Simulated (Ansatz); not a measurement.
# Quasiparticle gap of LiMgOF (rocksalt [001] superlattice), part 2 of 3

How far does one-shot GW move the LDA gap of LiMgOF (rocksalt [001] superlattice)?

Ansatz 0.2.0; LDA, then G0W0 on it, plane waves, PAW. Known limits of the many-body steps: finite bands, screening cutoff and k mesh; no spin-orbit coupling in G0W0.

So far: Starting point; Relaxing the structure.

## Step 3: The LDA band structure

Level of this step: DFT, LDA, plane waves, PAW; PAW set soft_1 (Ansatz).

Levels along a band path and on the mesh show where this functional puts the band edges.

The input, input.yaml:

```yaml
crystal:
  lattice:
    - [2.8929662, 0.0, 0.0]
    - [0.0, 2.8929662, 0.0]
    - [0.0, 0.0, 16.0624216673]
  atoms:
    - { symbol: Li, position: [0.0, 0.0, 0.0617659321] }
    - { symbol: F, position: [0.5, 0.5, 0.0646433346] }
    - { symbol: Li, position: [0.5, 0.5, 0.1827106702] }
    - { symbol: F, position: [0.0, 0.0, 0.1819070476] }
    - { symbol: Li, position: [0.0, 0.0, 0.3000997508] }
    - { symbol: F, position: [0.5, 0.5, 0.3009014273] }
    - { symbol: Li, position: [0.5, 0.5, 0.4210494439] }
    - { symbol: F, position: [0.0, 0.0, 0.4181744721] }
    - { symbol: Mg, position: [0.0, 0.0, 0.5460271953] }
    - { symbol: O, position: [0.5, 0.5, 0.5443866338] }
    - { symbol: Mg, position: [0.5, 0.5, 0.6758229134] }
    - { symbol: O, position: [0.0, 0.0, 0.6761409383] }
    - { symbol: Mg, position: [0.0, 0.0, 0.8070010214] }
    - { symbol: O, position: [0.5, 0.5, 0.8066853745] }
    - { symbol: Mg, position: [0.5, 0.5, 0.936786439] }
    - { symbol: O, position: [0.0, 0.0, 0.9384317371] }
kpoints:
  mp_grid: { grid: [8, 8, 2] }
  band_path:
    path:
      - [[0.0, 0.0, 0.0], [0.0, 0.5, 0.0], [0.5, 0.5, 0.0], [0.0, 0.0, 0.0], [0.0, 0.0, 0.5], [0.0, 0.5, 0.5], [0.5, 0.5, 0.5], [0.0, 0.0, 0.5]]
      - [[0.0, 0.5, 0.0], [0.0, 0.5, 0.5]]
      - [[0.5, 0.5, 0.0], [0.5, 0.5, 0.5]]
    npoints: 10
hamiltonian:
  xc: lda
  pseudopotentials: { kind: paw, azcp: { folder: soft_1 }, xc_functional: pbe }
scf:
  occupations: { method: fermi_dirac, width: 0.02 }
  n_extra_bands: 9
output:
  eigenvalues: true
  forces: true
  stress: true
  write_density: true
  write_potential: true
  elf: true
  volumetric_format: npy
```

The run is started by

```bash
$ ansatz run input.yaml --threads 4 --pin off --max-ram 17510MiB --backend cpu --events-out ev --progress --plain --runs-dir out
```

Numbers of over 12 decimals in the logs are rounded to 6 here.

The log of the run:

```text
Warning: the atoms were moved onto the symmetric positions of the space group found under crystal.symmetry.tolerance 1.0e-5 (fractional; no operation is sought that the atoms, as they stand in a round, miss by more than twice it, and no atom is moved by as much as it), and the run uses the moved positions. Before a round's move an operation carried an atom to 1.53e-4 Å from where it should land, the largest such dist [...]
[...]
Crystal: 16 atoms, lattice volume = 134.430 Å³
Basis set: ecut = 420 eV, 2617 PW (Γ)
Bands: 61, of which v1, the nominal top of the filled ones, is band 52 counted from 1 (51 counted from 0)
Symmetry: 16 space group operations
[...]
k-points: 30 of 128
[...]
SCF iter   1: F=—  HF=-13840.981577 eV  |F-HF|=—  |Δ(HF+E_count)|=         —  Δρ=1.53e-1  dr2=2.26e1  ethr=3.10e-3  ⟨swp⟩=7.3  Hψ=8076  notcnv=0
[...]
SCF iter  10: F=-13834.726908 eV  HF=-13834.726908 eV  |F-HF|=9.37e-9  |Δ(HF+E_count)|=   4.25e-8  Δρ=4.16e-6  dr2=1.50e-8  ethr=9.62e-11  ⟨swp⟩=17.1  Hψ=13960  notcnv=0
SCF 1 converged in 10 iterations: F = -13834.726908 eV  dr2 = 1.50e-8
[...]
NSCF: frozen V_eff on 93 k-points
SCF converged after 10 iterations
Free energy (F): -13834.726908 eV
[...]
Internal energy: -13834.726908 eV  (E = F + TS)
E sigma→0 (E₀):  -13834.726908 eV
Fermi energy:    8.865341 eV
[...]
--- Forces (eV/Å), atoms counted from 1 ---
  atom   1  Li    -0.00000000     0.00000000    -0.00054273
  atom   2  F      0.00000000    -0.00000000    -0.00310213
  atom   3  Li    -0.00000000     0.00000000    -0.00065538
  atom   4  F     -0.00000000     0.00000000     0.00077849
  atom   5  Li     0.00000000     0.00000000     0.00065538
  atom   6  F     -0.00000000     0.00000000    -0.00077849
  atom   7  Li    -0.00000000     0.00000000     0.00054273
  atom   8  F      0.00000000    -0.00000000     0.00310213
  atom   9  Mg    -0.00000000    -0.00000000    -0.00139399
  atom  10  O     -0.00000000     0.00000000    -0.00133050
  atom  11  Mg    -0.00000000    -0.00000000     0.00150234
  atom  12  O      0.00000000     0.00000000    -0.00205878
  atom  13  Mg    -0.00000000    -0.00000000    -0.00150234
  atom  14  O      0.00000000     0.00000000     0.00205878
  atom  15  Mg    -0.00000000    -0.00000000     0.00139399
  atom  16  O     -0.00000000     0.00000000     0.00133050
  max |Σ_I F_I| component: 8.67e-19 eV/Å
--- Stress (GPa, compression-positive) ---
        0.005368       0.000000       0.000000
        0.000000       0.005368       0.000000
        0.000000       0.000000      -0.022967
  P = ⅓ Tr σ = -0.0041 GPa (-0.041 kbar)
--- Band table (eV; the first three rows and the last of 30) ---
  k-point 0: bands = [... 48 lower, 5.7739, 5.7739, 6.0433, 6.0433, 11.6555, 12.6341, 12.8562, 14.6744, ... 5 higher]
  k-point 1: bands = [... 48 lower, 5.7738, 5.7738, 6.0433, 6.0433, 11.7148, 12.2934, 13.5140, 13.8013, ... 5 higher]
  k-point 2: bands = [... 48 lower, 5.6118, 5.7624, 5.8717, 6.0049, 12.1955, 12.9345, 13.0675, 14.7564, ... 5 higher]
  k-point 29: bands = [... 48 lower, 4.4925, 4.4925, 4.9723, 4.9723, 15.4937, 15.4937, 16.5829, 16.5829, ... 5 higher]
```

Elapsed: 9.2 s, on 4 threads of Arm Neoverse V2, shared host; peak memory 0.74 GiB.

In the SCF lines HF is the Harris–Foulkes energy and dr2 the Hartree energy of the density residual, in eV; the loop may stop once dr2 is under the threshold and the program's other checks hold. Hψ counts applications of the Hamiltonian.

Numbers from this step:

| Item | Value |
| --- | --- |
| pressure | -0.004077 GPa |
| filled bands | 52 |
| gap | 5.612 eV |
| valence top at | k = (0.000, 0.000, 0.100) |
| conduction bottom at | Γ |
| least direct gap | 5.612 eV |

Over mesh and path the gap is 5.612 eV, from k = (0.000, 0.000, 0.100) to k = Γ, and equal within 1 meV to the least direct gap at k = Γ. The program's warnings for this run: structure snapped to symmetry.

Electronic bands along the path, in eV, zero at the top of the highest nominally filled band:

| point | band 49 | band 50 | band 51 | band 52 | band 53 | band 54 | band 55 | band 56 |
| --- | --- | --- | --- | --- | --- | --- | --- | --- |
| Γ | -0.27 | -0.27 | 0.00 | 0.00 | 5.61 | 6.59 | 6.81 | 8.63 |
| halfway | -0.62 | -0.38 | -0.32 | -0.15 | 7.21 | 7.44 | 7.53 | 8.54 |
| X | -0.60 | -0.60 | -0.41 | -0.41 | 7.73 | 7.73 | 8.41 | 8.41 |
| halfway | -1.29 | -1.29 | -0.90 | -0.90 | 9.25 | 9.25 | 9.85 | 9.85 |
| M | -1.55 | -1.55 | -1.07 | -1.07 | 9.45 | 9.45 | 10.54 | 10.54 |
| halfway | -0.98 | -0.96 | -0.57 | -0.55 | 8.41 | 8.59 | 8.83 | 9.47 |
| Γ | -0.27 | -0.27 | 0.00 | 0.00 | 5.61 | 6.59 | 6.81 | 8.63 |
| halfway | -0.27 | -0.27 | 0.00 | 0.00 | 5.64 | 6.37 | 7.12 | 8.15 |
| Z | -0.27 | -0.27 | 0.00 | 0.00 | 5.67 | 6.25 | 7.47 | 7.76 |
| halfway | -0.62 | -0.38 | -0.32 | -0.15 | 7.24 | 7.31 | 7.88 | 7.94 |
| R | -0.60 | -0.60 | -0.41 | -0.41 | 7.77 | 7.77 | 8.27 | 8.27 |
| halfway | -1.29 | -1.29 | -0.90 | -0.90 | 9.24 | 9.24 | 9.86 | 9.86 |
| A | -1.55 | -1.55 | -1.07 | -1.07 | 9.45 | 9.45 | 10.54 | 10.54 |
| halfway | -0.99 | -0.96 | -0.57 | -0.55 | 8.42 | 8.54 | 9.05 | 9.09 |
| Z | -0.27 | -0.27 | 0.00 | 0.00 | 5.67 | 6.25 | 7.47 | 7.76 |
| jump to X | -0.60 | -0.60 | -0.41 | -0.41 | 7.73 | 7.73 | 8.41 | 8.41 |
| halfway | -0.60 | -0.60 | -0.41 | -0.41 | 7.75 | 7.75 | 8.33 | 8.33 |
| R | -0.60 | -0.60 | -0.41 | -0.41 | 7.77 | 7.77 | 8.27 | 8.27 |
| jump to M | -1.55 | -1.55 | -1.07 | -1.07 | 9.45 | 9.45 | 10.54 | 10.54 |
| halfway | -1.55 | -1.55 | -1.07 | -1.07 | 9.45 | 9.45 | 10.54 | 10.54 |
| A | -1.55 | -1.55 | -1.07 | -1.07 | 9.45 | 9.45 | 10.54 | 10.54 |

ELF in the ca plane at fractional y = 0.000, with atoms of Li and F and Mg and O within 0.2 Å of it. It is the smooth field of the valence electrons, not physical close to the nuclei.

Values, 5 rows by 16 columns, each cell a mean:
```
0.28 0.30 0.69 0.69 0.30 0.27 0.74 0.54 0.21 0.22 0.72 0.68 0.19 0.19 0.68 0.74
0.06 0.02 0.32 0.33 0.02 0.04 0.40 0.21 0.05 0.07 0.46 0.38 0.05 0.05 0.37 0.49
0.03 0.03 0.06 0.06 0.03 0.02 0.07 0.05 0.08 0.07 0.14 0.11 0.07 0.07 0.11 0.15
0.09 0.04 0.50 0.52 0.04 0.07 0.61 0.35 0.09 0.10 0.63 0.55 0.08 0.08 0.53 0.67
0.39 0.45 0.69 0.69 0.46 0.39 0.71 0.57 0.21 0.25 0.67 0.67 0.21 0.20 0.67 0.68
```
Columns run along c (16.1 Å), rows up along a (2.9 Å). Atoms in or near the plane, at fractional coordinates: Li at (0.06, 0.00), F at (0.18, 0.00), Li at (0.30, 0.00), F at (0.42, 0.00), Mg at (0.55, 0.00), O at (0.68, 0.00), Mg at (0.81, 0.00), O at (0.94, 0.00).

Valence density in the ca plane at fractional y = 0.000, with atoms of Li and F and Mg and O within 0.2 Å of it. It is the smooth field of the valence electrons, not physical close to the nuclei.

Ten steps, logarithmic in the rise over the least value, from '0' (0 e/Å³) to '9' (25 e/Å³), each cell a mean:
```
12552136752146412576313796124664216883135663
00110024431001001343200342012442102431023432
00000001110000000111000000001111000000001110
00000000000000000000000000000000000000000000
00000000000000000000000000000110000000001110
00000012220000000232100120002332000110012321
11441035642024202465312674113553114762124552
13773147863157513687414897225775217994136763
```
Columns run along c (16.1 Å), rows up along a (2.9 Å). Atoms in or near the plane, at fractional coordinates: Li at (0.06, 0.00), F at (0.18, 0.00), Li at (0.30, 0.00), F at (0.42, 0.00), Mg at (0.55, 0.00), O at (0.68, 0.00), Mg at (0.81, 0.00), O at (0.94, 0.00).

(Part 2 of 3 ends here.)

[Paths, hosts, dates, memory and timing lines, banners, echoed tables and standing remarks are left out of the program output.]

[Logs are printed without paths, hosts, clocks, repeated set-up lines and the standing remarks that a program may print on its own settings, such as how far it seeks lower states.]

[Runs of the session that timed out or met a known fault of the program may be left out.]

[Cells called generated may have been cut or substituted from an entry of the Crystallography Open Database or the Materials Project.]

[Hosts, paths, dates, database ids (printed as entryN), source tags and the programs' standing remarks are cut or masked in the printed files.]

[Where an RPA ε∞ is given, it is that of the G0W0 mesh and is not shown converged in it. Names of k-points follow the symmetry that the program found, which can be lower than the space group named. Band edges on a path are those of the sampled points; other points can move an edge, and change direct to indirect where valleys lie close.]

[Hybrid gaps are those of their k-mesh and are not shown converged in it.]
